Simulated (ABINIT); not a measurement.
# Beyond one shot: BaTiO3 (P4mm), part 2 of 3

Wanted: G0W0 and self-consistent gaps of BaTiO3 (P4mm), with the cost of the cycles.

ABINIT 10.8.3; PBE and many-body steps on it, plane waves. Known limits of the many-body steps: not at the basis limit; no spin-orbit coupling; coarse k mesh.

So far. Step 14 (QSGW, cycle 4): Against the cycle before, the gap moves by −0.411 eV.

### 16. Screening, 4×4×4 mesh, 56 bands, screening to 87.1 eV

This step: RPA screening on PBE from quasiparticle energies and orbitals, plane waves, norm-conserving pseudopotentials.

File run.abi:

```
acell 3*1.0 Angstrom
rprim 
  3.990480000000 0.000000000000 0.000000000000
  0.000000000000 3.990480000000 0.000000000000
  0.000000000000 0.000000000000 4.023030000000
ntypat 3
znucl 56 22 8
natom 5
typat 1 2 3 3 3
xred 
  0.000000000000 0.000000000000 0.000000000000
  0.500000000000 0.500000000000 0.522000000000
  0.500000000000 0.500000000000 0.979000000000
  0.500000000000 0.000000000000 0.488000000000
  0.000000000000 0.500000000000 0.488000000000
pp_dirpath "pseudos"
pseudos "Ba.upf, Ti.upf, O.upf"
ecut 38
ngkpt 4 4 4
nshiftk 1
shiftk 0 0 0
kptopt 1
chksymbreak 0
istwfk *1
occopt 1
irdwfk 1
optdriver 3
nband 56
ecuteps 3.2
inclvkb 2
awtr 1
symchi 1
irdqps 1
gwcalctyp 28
nqptdm 17
qptdm 
  0.2500000000 0.0000000000 0.0000000000
  0.5000000000 0.0000000000 0.0000000000
  0.2500000000 0.2500000000 0.0000000000
  0.5000000000 0.2500000000 0.0000000000
  0.5000000000 0.5000000000 0.0000000000
  0.0000000000 0.0000000000 0.2500000000
  0.2500000000 0.0000000000 0.2500000000
  0.5000000000 0.0000000000 0.2500000000
  0.2500000000 0.2500000000 0.2500000000
  0.5000000000 0.2500000000 0.2500000000
  0.5000000000 0.5000000000 0.2500000000
  0.0000000000 0.0000000000 0.5000000000
  0.2500000000 0.0000000000 0.5000000000
  0.5000000000 0.0000000000 0.5000000000
  0.2500000000 0.2500000000 0.5000000000
  0.5000000000 0.2500000000 0.5000000000
  0.5000000000 0.5000000000 0.5000000000
indata_prefix "in"
outdata_prefix "out"
tmpdata_prefix "tmp"
```

File mrgscr.stdin:

```
2
merged
q0_SCR
out_SCR
1
```

The run is started by

```
OMP_NUM_THREADS=1 mpirun -n 4 abinit run.abi > log; mrgscr < mrgscr.stdin
```

Wall time 41 s (4 MPI ranks of Arm Neoverse V1, shared host); peak memory 1 GiB.

Numbers from this step:

```
plasma frequency                    : 29.34 eV
plane waves in the screening matrix : 123
```

This screening reads the quasiparticle levels of the cycle before.

### 17. QSGW, cycle 5

This step: QSGW on PBE, plane waves, norm-conserving pseudopotentials.

run.abi, as its differences from that of step 16:

```diff
@@ -26,12 +26,10 @@
 irdwfk 1
-optdriver 3
+optdriver 4
 nband 56
-ecuteps 3.2
-inclvkb 2
-awtr 1
-symchi 1
-irdqps 1
 gwcalctyp 28
-nqptdm 17
-qptdm 
+ecutsigx 38
+symsigma 0
+nkptgw 18
+kptgw 
+  0.0000000000 0.0000000000 0.0000000000
   0.2500000000 0.0000000000 0.0000000000
@@ -53,2 +51,26 @@
   0.5000000000 0.5000000000 0.5000000000
+bdgw 
+  12 26
+  12 26
+  12 26
+  12 26
+  12 26
+  12 26
+  12 26
+  12 26
+  12 26
+  12 26
+  12 26
+  12 26
+  12 26
+  12 26
+  12 26
+  12 26
+  12 26
+  12 26
+ecuteps 3.2
+irdscr 1
+ppmodel 1
+irdqps 1
+rhoqpmix 0.3
 indata_prefix "in"
```

The run is started by

```
OMP_NUM_THREADS=1 mpirun -n 4 abinit run.abi > log
```

Run time: 4 min. Hardware: 4 MPI ranks; peak memory 2.4 GiB.

Numbers from this step:

| Quantity | Value |
| --- | --- |
| quasiparticle gap on the mesh | 3.348 eV |
| gap of the density functional on the mesh | 1.851 eV |
| k of the valence top | 0.5, 0.5, 0.5 |
| k of the conduction bottom | 0, 0, 0 |
| least direct quasiparticle gap on the computed points | 3.774 eV |

Against the cycle before, the gap moves by −0.131 eV.

### 18. Screening, 4×4×4 mesh, 56 bands, screening to 87.1 eV

This step: RPA screening on PBE, plane waves, norm-conserving pseudopotentials.

File run.abi:

```
acell 3*1.0 Angstrom
rprim 
  3.990480000000 0.000000000000 0.000000000000
  0.000000000000 3.990480000000 0.000000000000
  0.000000000000 0.000000000000 4.023030000000
ntypat 3
znucl 56 22 8
natom 5
typat 1 2 3 3 3
xred 
  0.000000000000 0.000000000000 0.000000000000
  0.500000000000 0.500000000000 0.522000000000
  0.500000000000 0.500000000000 0.979000000000
  0.500000000000 0.000000000000 0.488000000000
  0.000000000000 0.500000000000 0.488000000000
pp_dirpath "pseudos"
pseudos "Ba.upf, Ti.upf, O.upf"
ecut 38
ngkpt 4 4 4
nshiftk 1
shiftk 0 0 0
kptopt 1
chksymbreak 0
istwfk *1
occopt 1
irdwfk 1
optdriver 3
nband 56
ecuteps 3.2
inclvkb 2
awtr 1
symchi 1
gwcalctyp 28
mbpt_sciss 1.880 eV
nqptdm 1
qptdm 
  0 0 0
indata_prefix "in"
outdata_prefix "out"
tmpdata_prefix "tmp"
```

Wall time 15 s (4 MPI ranks); peak memory 1.1 GiB.

This step gave:

- ε∞ with local fields, on this mesh, along the program's q direction: 4.769
- the same without local fields: 5.133
- plasma frequency: 29.34 eV
- plane waves in the screening matrix: 123

This screening uses the functional's bands under a rigid shift, the mean opening of the cycle before.

### 19. Screening, 4×4×4 mesh, 56 bands, screening to 87.1 eV

This step: RPA screening on PBE from quasiparticle energies and orbitals, plane waves, norm-conserving pseudopotentials.

run.abi, as its differences from that of step 18:

```diff
@@ -32,7 +32,23 @@
 symchi 1
+irdqps 1
 gwcalctyp 28
-mbpt_sciss 1.880 eV
-nqptdm 1
+nqptdm 17
 qptdm 
-  0 0 0
+  0.2500000000 0.0000000000 0.0000000000
+  0.5000000000 0.0000000000 0.0000000000
+  0.2500000000 0.2500000000 0.0000000000
+  0.5000000000 0.2500000000 0.0000000000
+  0.5000000000 0.5000000000 0.0000000000
+  0.0000000000 0.0000000000 0.2500000000
+  0.2500000000 0.0000000000 0.2500000000
+  0.5000000000 0.0000000000 0.2500000000
+  0.2500000000 0.2500000000 0.2500000000
+  0.5000000000 0.2500000000 0.2500000000
+  0.5000000000 0.5000000000 0.2500000000
+  0.0000000000 0.0000000000 0.5000000000
+  0.2500000000 0.0000000000 0.5000000000
+  0.5000000000 0.0000000000 0.5000000000
+  0.2500000000 0.2500000000 0.5000000000
+  0.5000000000 0.2500000000 0.5000000000
+  0.5000000000 0.5000000000 0.5000000000
 indata_prefix "in"
```

mrgscr.stdin is that of step 16.

The run is started by

```
OMP_NUM_THREADS=1 mpirun -n 4 abinit run.abi > log; mrgscr < mrgscr.stdin
```

Wall time 41 s (4 MPI ranks); peak memory 1 GiB.

Numbers from this step:

```yaml
plasma_frequency: 29.34 eV
plane_waves_in_the_screening_matrix: 123
```

This screening reads the quasiparticle levels of the cycle before.

### 20. QSGW, cycle 6

This step: QSGW on PBE, plane waves, norm-conserving pseudopotentials.

run.abi, as its differences from that of step 19:

```diff
@@ -26,12 +26,10 @@
 irdwfk 1
-optdriver 3
+optdriver 4
 nband 56
-ecuteps 3.2
-inclvkb 2
-awtr 1
-symchi 1
-irdqps 1
 gwcalctyp 28
-nqptdm 17
-qptdm 
+ecutsigx 38
+symsigma 0
+nkptgw 18
+kptgw 
+  0.0000000000 0.0000000000 0.0000000000
   0.2500000000 0.0000000000 0.0000000000
@@ -53,2 +51,26 @@
   0.5000000000 0.5000000000 0.5000000000
+bdgw 
+  12 26
+  12 26
+  12 26
+  12 26
+  12 26
+  12 26
+  12 26
+  12 26
+  12 26
+  12 26
+  12 26
+  12 26
+  12 26
+  12 26
+  12 26
+  12 26
+  12 26
+  12 26
+ecuteps 3.2
+irdscr 1
+ppmodel 1
+irdqps 1
+rhoqpmix 0.3
 indata_prefix "in"
```

The run is started by

```
OMP_NUM_THREADS=1 mpirun -n 4 abinit run.abi > log
```

Wall time 4 min (4 MPI ranks); peak memory 2.4 GiB; 16 min of CPU time.

This step gave:

| Item | Value |
| --- | --- |
| quasiparticle gap on the mesh | 3.434 eV |
| gap of the density functional on the mesh | 1.851 eV |
| k of the valence top | 0.5, 0.5, 0.5 |
| k of the conduction bottom | 0, 0, 0 |
| least direct quasiparticle gap on the computed points | 3.852 eV |

Against the cycle before, the gap moves by +0.086 eV.

### 21. Screening, 4×4×4 mesh, 56 bands, screening to 87.1 eV

This step: RPA screening on PBE, plane waves, norm-conserving pseudopotentials.

File run.abi:

```
acell 3*1.0 Angstrom
rprim 
  3.990480000000 0.000000000000 0.000000000000
  0.000000000000 3.990480000000 0.000000000000
  0.000000000000 0.000000000000 4.023030000000
ntypat 3
znucl 56 22 8
natom 5
typat 1 2 3 3 3
xred 
  0.000000000000 0.000000000000 0.000000000000
  0.500000000000 0.500000000000 0.522000000000
  0.500000000000 0.500000000000 0.979000000000
  0.500000000000 0.000000000000 0.488000000000
  0.000000000000 0.500000000000 0.488000000000
pp_dirpath "pseudos"
pseudos "Ba.upf, Ti.upf, O.upf"
ecut 38
ngkpt 4 4 4
nshiftk 1
shiftk 0 0 0
kptopt 1
chksymbreak 0
istwfk *1
occopt 1
irdwfk 1
optdriver 3
nband 56
ecuteps 3.2
inclvkb 2
awtr 1
symchi 1
gwcalctyp 28
mbpt_sciss 1.961 eV
nqptdm 1
qptdm 
  0 0 0
indata_prefix "in"
outdata_prefix "out"
tmpdata_prefix "tmp"
```

Elapsed: 15 s, on 4 MPI ranks; peak memory 1.1 GiB; 61 s of CPU time.

This step gave:

| Property | Result |
| --- | --- |
| ε∞ with local fields, on this mesh, along the program's q direction | 4.735 |
| the same without local fields | 5.095 |
| plasma frequency | 29.34 eV |
| plane waves in the screening matrix | 123 |

This screening uses the functional's bands under a rigid shift, the mean opening of the cycle before.

### 22. Screening, 4×4×4 mesh, 56 bands, screening to 87.1 eV

This step: RPA screening on PBE from quasiparticle energies and orbitals, plane waves, norm-conserving pseudopotentials.

run.abi, as its differences from that of step 21:

```diff
@@ -32,7 +32,23 @@
 symchi 1
+irdqps 1
 gwcalctyp 28
-mbpt_sciss 1.961 eV
-nqptdm 1
+nqptdm 17
 qptdm 
-  0 0 0
+  0.2500000000 0.0000000000 0.0000000000
+  0.5000000000 0.0000000000 0.0000000000
+  0.2500000000 0.2500000000 0.0000000000
+  0.5000000000 0.2500000000 0.0000000000
+  0.5000000000 0.5000000000 0.0000000000
+  0.0000000000 0.0000000000 0.2500000000
+  0.2500000000 0.0000000000 0.2500000000
+  0.5000000000 0.0000000000 0.2500000000
+  0.2500000000 0.2500000000 0.2500000000
+  0.5000000000 0.2500000000 0.2500000000
+  0.5000000000 0.5000000000 0.2500000000
+  0.0000000000 0.0000000000 0.5000000000
+  0.2500000000 0.0000000000 0.5000000000
+  0.5000000000 0.0000000000 0.5000000000
+  0.2500000000 0.2500000000 0.5000000000
+  0.5000000000 0.2500000000 0.5000000000
+  0.5000000000 0.5000000000 0.5000000000
 indata_prefix "in"
```

mrgscr.stdin is that of step 19.

The run is started by

```
OMP_NUM_THREADS=1 mpirun -n 4 abinit run.abi > log; mrgscr < mrgscr.stdin
```

Run time: 41 s. Hardware: 4 MPI ranks; peak memory 1 GiB; 2.7 min of CPU time.

Numbers from this step:

* plasma frequency: 29.34 eV
* plane waves in the screening matrix: 123

This screening reads the quasiparticle levels of the cycle before.

### 23. QSGW, cycle 7

This step: QSGW on PBE, plane waves, norm-conserving pseudopotentials.

run.abi, as its differences from that of step 22:

```diff
@@ -26,12 +26,10 @@
 irdwfk 1
-optdriver 3
+optdriver 4
 nband 56
-ecuteps 3.2
-inclvkb 2
-awtr 1
-symchi 1
-irdqps 1
 gwcalctyp 28
-nqptdm 17
-qptdm 
+ecutsigx 38
+symsigma 0
+nkptgw 18
+kptgw 
+  0.0000000000 0.0000000000 0.0000000000
   0.2500000000 0.0000000000 0.0000000000
@@ -53,2 +51,26 @@
   0.5000000000 0.5000000000 0.5000000000
+bdgw 
+  12 26
+  12 26
+  12 26
+  12 26
+  12 26
+  12 26
+  12 26
+  12 26
+  12 26
+  12 26
+  12 26
+  12 26
+  12 26
+  12 26
+  12 26
+  12 26
+  12 26
+  12 26
+ecuteps 3.2
+irdscr 1
+ppmodel 1
+irdqps 1
+rhoqpmix 0.3
 indata_prefix "in"
```

The run is started by

```
OMP_NUM_THREADS=1 mpirun -n 4 abinit run.abi > log
```

The job ended after 4 min (4 MPI ranks; peak memory 2.4 GiB; 16 min of CPU time).

Numbers from this step:

- quasiparticle gap on the mesh: 3.543 eV
- gap of the density functional on the mesh: 1.851 eV
- k of the valence top: 0.5, 0.5, 0.5
- k of the conduction bottom: 0, 0, 0
- least direct quasiparticle gap on the computed points: 3.955 eV

Against the cycle before, the gap moves by +0.109 eV.

### 24. Screening, 4×4×4 mesh, 56 bands, screening to 87.1 eV

This step: RPA screening on PBE, plane waves, norm-conserving pseudopotentials.

File run.abi:

```
acell 3*1.0 Angstrom
rprim 
  3.990480000000 0.000000000000 0.000000000000
  0.000000000000 3.990480000000 0.000000000000
  0.000000000000 0.000000000000 4.023030000000
ntypat 3
znucl 56 22 8
natom 5
typat 1 2 3 3 3
xred 
  0.000000000000 0.000000000000 0.000000000000
  0.500000000000 0.500000000000 0.522000000000
  0.500000000000 0.500000000000 0.979000000000
  0.500000000000 0.000000000000 0.488000000000
  0.000000000000 0.500000000000 0.488000000000
pp_dirpath "pseudos"
pseudos "Ba.upf, Ti.upf, O.upf"
ecut 38
ngkpt 4 4 4
nshiftk 1
shiftk 0 0 0
kptopt 1
chksymbreak 0
istwfk *1
occopt 1
irdwfk 1
optdriver 3
nband 56
ecuteps 3.2
inclvkb 2
awtr 1
symchi 1
gwcalctyp 28
mbpt_sciss 2.064 eV
nqptdm 1
qptdm 
  0 0 0
indata_prefix "in"
outdata_prefix "out"
tmpdata_prefix "tmp"
```

It took 15 s on 4 MPI ranks; peak memory 1.1 GiB.

Numbers from this step:

| Item | Value |
| --- | --- |
| ε∞ with local fields, on this mesh, along the program's q direction | 4.693 |
| the same without local fields | 5.047 |
| plasma frequency | 29.34 eV |
| plane waves in the screening matrix | 123 |

This screening uses the functional's bands under a rigid shift, the mean opening of the cycle before.

### 25. Screening, 4×4×4 mesh, 56 bands, screening to 87.1 eV

This step: RPA screening on PBE from quasiparticle energies and orbitals, plane waves, norm-conserving pseudopotentials.

run.abi, as its differences from that of step 24:

```diff
@@ -32,7 +32,23 @@
 symchi 1
+irdqps 1
 gwcalctyp 28
-mbpt_sciss 2.064 eV
-nqptdm 1
+nqptdm 17
 qptdm 
-  0 0 0
+  0.2500000000 0.0000000000 0.0000000000
+  0.5000000000 0.0000000000 0.0000000000
+  0.2500000000 0.2500000000 0.0000000000
+  0.5000000000 0.2500000000 0.0000000000
+  0.5000000000 0.5000000000 0.0000000000
+  0.0000000000 0.0000000000 0.2500000000
+  0.2500000000 0.0000000000 0.2500000000
+  0.5000000000 0.0000000000 0.2500000000
+  0.2500000000 0.2500000000 0.2500000000
+  0.5000000000 0.2500000000 0.2500000000
+  0.5000000000 0.5000000000 0.2500000000
+  0.0000000000 0.0000000000 0.5000000000
+  0.2500000000 0.0000000000 0.5000000000
+  0.5000000000 0.0000000000 0.5000000000
+  0.2500000000 0.2500000000 0.5000000000
+  0.5000000000 0.2500000000 0.5000000000
+  0.5000000000 0.5000000000 0.5000000000
 indata_prefix "in"
```

mrgscr.stdin is that of step 22.

The run is started by

```
OMP_NUM_THREADS=1 mpirun -n 4 abinit run.abi > log; mrgscr < mrgscr.stdin
```

Run time: 41 s. Hardware: 4 MPI ranks; peak memory 1 GiB.

Numbers from this step:

```yaml
plasma_frequency: 29.34 eV
plane_waves_in_the_screening_matrix: 123
```

This screening reads the quasiparticle levels of the cycle before.

### 26. QSGW, cycle 8

This step: QSGW on PBE, plane waves, norm-conserving pseudopotentials.

run.abi, as its differences from that of step 25:

```diff
@@ -26,12 +26,10 @@
 irdwfk 1
-optdriver 3
+optdriver 4
 nband 56
-ecuteps 3.2
-inclvkb 2
-awtr 1
-symchi 1
-irdqps 1
 gwcalctyp 28
-nqptdm 17
-qptdm 
+ecutsigx 38
+symsigma 0
+nkptgw 18
+kptgw 
+  0.0000000000 0.0000000000 0.0000000000
   0.2500000000 0.0000000000 0.0000000000
@@ -53,2 +51,26 @@
   0.5000000000 0.5000000000 0.5000000000
+bdgw 
+  12 26
+  12 26
+  12 26
+  12 26
+  12 26
+  12 26
+  12 26
+  12 26
+  12 26
+  12 26
+  12 26
+  12 26
+  12 26
+  12 26
+  12 26
+  12 26
+  12 26
+  12 26
+ecuteps 3.2
+irdscr 1
+ppmodel 1
+irdqps 1
+rhoqpmix 0.3
 indata_prefix "in"
```

The run is started by

```
OMP_NUM_THREADS=1 mpirun -n 4 abinit run.abi > log
```

The job ended after 4 min (4 MPI ranks; peak memory 2.4 GiB; 16 min of CPU time).

This step gave:

```
quasiparticle gap on the mesh                         : 3.577 eV
gap of the density functional on the mesh             : 1.851 eV
k of the valence top                                  : 0.5, 0.5, 0.5
k of the conduction bottom                            : 0, 0, 0
least direct quasiparticle gap on the computed points : 3.989 eV
```

Against the cycle before, the gap moves by +0.034 eV.

### 27. Screening, 4×4×4 mesh, 56 bands, screening to 87.1 eV

This step: RPA screening on PBE, plane waves, norm-conserving pseudopotentials.

File run.abi:

```
acell 3*1.0 Angstrom
rprim 
  3.990480000000 0.000000000000 0.000000000000
  0.000000000000 3.990480000000 0.000000000000
  0.000000000000 0.000000000000 4.023030000000
ntypat 3
znucl 56 22 8
natom 5
typat 1 2 3 3 3
xred 
  0.000000000000 0.000000000000 0.000000000000
  0.500000000000 0.500000000000 0.522000000000
  0.500000000000 0.500000000000 0.979000000000
  0.500000000000 0.000000000000 0.488000000000
  0.000000000000 0.500000000000 0.488000000000
pp_dirpath "pseudos"
pseudos "Ba.upf, Ti.upf, O.upf"
ecut 38
ngkpt 4 4 4
nshiftk 1
shiftk 0 0 0
kptopt 1
chksymbreak 0
istwfk *1
occopt 1
irdwfk 1
optdriver 3
nband 56
ecuteps 3.2
inclvkb 2
awtr 1
symchi 1
gwcalctyp 28
mbpt_sciss 2.095 eV
nqptdm 1
qptdm 
  0 0 0
indata_prefix "in"
outdata_prefix "out"
tmpdata_prefix "tmp"
```

Run time: 15 s. Hardware: 4 MPI ranks; peak memory 1.1 GiB; 61 s of CPU time.

Numbers from this step:

| Item | Value |
| --- | --- |
| ε∞ with local fields, on this mesh, along the program's q direction | 4.681 |
| the same without local fields | 5.033 |
| plasma frequency | 29.34 eV |
| plane waves in the screening matrix | 123 |

This screening uses the functional's bands under a rigid shift, the mean opening of the cycle before.

### 28. Screening, 4×4×4 mesh, 56 bands, screening to 87.1 eV

This step: RPA screening on PBE from quasiparticle energies and orbitals, plane waves, norm-conserving pseudopotentials.

run.abi, as its differences from that of step 27:

```diff
@@ -32,7 +32,23 @@
 symchi 1
+irdqps 1
 gwcalctyp 28
-mbpt_sciss 2.095 eV
-nqptdm 1
+nqptdm 17
 qptdm 
-  0 0 0
+  0.2500000000 0.0000000000 0.0000000000
+  0.5000000000 0.0000000000 0.0000000000
+  0.2500000000 0.2500000000 0.0000000000
+  0.5000000000 0.2500000000 0.0000000000
+  0.5000000000 0.5000000000 0.0000000000
+  0.0000000000 0.0000000000 0.2500000000
+  0.2500000000 0.0000000000 0.2500000000
+  0.5000000000 0.0000000000 0.2500000000
+  0.2500000000 0.2500000000 0.2500000000
+  0.5000000000 0.2500000000 0.2500000000
+  0.5000000000 0.5000000000 0.2500000000
+  0.0000000000 0.0000000000 0.5000000000
+  0.2500000000 0.0000000000 0.5000000000
+  0.5000000000 0.0000000000 0.5000000000
+  0.2500000000 0.2500000000 0.5000000000
+  0.5000000000 0.2500000000 0.5000000000
+  0.5000000000 0.5000000000 0.5000000000
 indata_prefix "in"
```

mrgscr.stdin is that of step 25.

The run is started by

```
OMP_NUM_THREADS=1 mpirun -n 4 abinit run.abi > log; mrgscr < mrgscr.stdin
```

Elapsed: 41 s, on 4 MPI ranks; peak memory 1 GiB.

Numbers from this step:

```yaml
plasma_frequency: 29.34 eV
plane_waves_in_the_screening_matrix: 123
```

This screening reads the quasiparticle levels of the cycle before.

### 29. QSGW, cycle 9

This step: QSGW on PBE, plane waves, norm-conserving pseudopotentials.

run.abi, as its differences from that of step 28:

```diff
@@ -26,12 +26,10 @@
 irdwfk 1
-optdriver 3
+optdriver 4
 nband 56
-ecuteps 3.2
-inclvkb 2
-awtr 1
-symchi 1
-irdqps 1
 gwcalctyp 28
-nqptdm 17
-qptdm 
+ecutsigx 38
+symsigma 0
+nkptgw 18
+kptgw 
+  0.0000000000 0.0000000000 0.0000000000
   0.2500000000 0.0000000000 0.0000000000
@@ -53,2 +51,26 @@
   0.5000000000 0.5000000000 0.5000000000
+bdgw 
+  12 26
+  12 26
+  12 26
+  12 26
+  12 26
+  12 26
+  12 26
+  12 26
+  12 26
+  12 26
+  12 26
+  12 26
+  12 26
+  12 26
+  12 26
+  12 26
+  12 26
+  12 26
+ecuteps 3.2
+irdscr 1
+ppmodel 1
+irdqps 1
+rhoqpmix 0.3
 indata_prefix "in"
```

The run is started by

```
OMP_NUM_THREADS=1 mpirun -n 4 abinit run.abi > log
```

The job ended after 4 min (4 MPI ranks; peak memory 2.4 GiB).

Numbers from this step:

- quasiparticle gap on the mesh: 3.554 eV
- gap of the density functional on the mesh: 1.851 eV
- k of the valence top: 0.5, 0.5, 0.5
- k of the conduction bottom: 0, 0, 0
- least direct quasiparticle gap on the computed points: 3.967 eV

Against the cycle before, the gap moves by −0.023 eV.

### 30. Screening, 4×4×4 mesh, 56 bands, screening to 87.1 eV

This step: RPA screening on PBE, plane waves, norm-conserving pseudopotentials.

File run.abi:

```
acell 3*1.0 Angstrom
rprim 
  3.990480000000 0.000000000000 0.000000000000
  0.000000000000 3.990480000000 0.000000000000
  0.000000000000 0.000000000000 4.023030000000
ntypat 3
znucl 56 22 8
natom 5
typat 1 2 3 3 3
xred 
  0.000000000000 0.000000000000 0.000000000000
  0.500000000000 0.500000000000 0.522000000000
  0.500000000000 0.500000000000 0.979000000000
  0.500000000000 0.000000000000 0.488000000000
  0.000000000000 0.500000000000 0.488000000000
pp_dirpath "pseudos"
pseudos "Ba.upf, Ti.upf, O.upf"
ecut 38
ngkpt 4 4 4
nshiftk 1
shiftk 0 0 0
kptopt 1
chksymbreak 0
istwfk *1
occopt 1
irdwfk 1
optdriver 3
nband 56
ecuteps 3.2
inclvkb 2
awtr 1
symchi 1
gwcalctyp 28
mbpt_sciss 2.072 eV
nqptdm 1
qptdm 
  0 0 0
indata_prefix "in"
outdata_prefix "out"
tmpdata_prefix "tmp"
```

Run time: 16 s. Hardware: 4 MPI ranks; peak memory 1.1 GiB.

Numbers from this step:

| Item | Value |
| --- | --- |
| ε∞ with local fields, on this mesh, along the program's q direction | 4.690 |
| the same without local fields | 5.043 |
| plasma frequency | 29.34 eV |
| plane waves in the screening matrix | 123 |

This screening uses the functional's bands under a rigid shift, the mean opening of the cycle before.

[end of part 2 of 3]

[Paths, hosts, dates, memory and timing lines, banners, echoed tables and standing remarks are left out of the program output.]

[Logs are printed without paths, hosts, clocks, repeated set-up lines and the standing remarks that a program may print on its own settings, such as how far it seeks lower states.]

[Runs of the session that timed out or met a known fault of the program may be left out.]

[Hosts, paths, dates, database ids (printed as entryN), source tags and the programs' standing remarks are cut or masked in the printed files.]

[G0W0 gaps are taken among the corrected bands and points alone; a level outside them can change the order at an edge.]

[Where Ansatz stands beside ABINIT at settings called matched, ABINIT's density can come from a denser mesh and the files from another edition; pairs whose starting gaps differed by over 0.03 eV were left out, so agreement reads better than it is.]
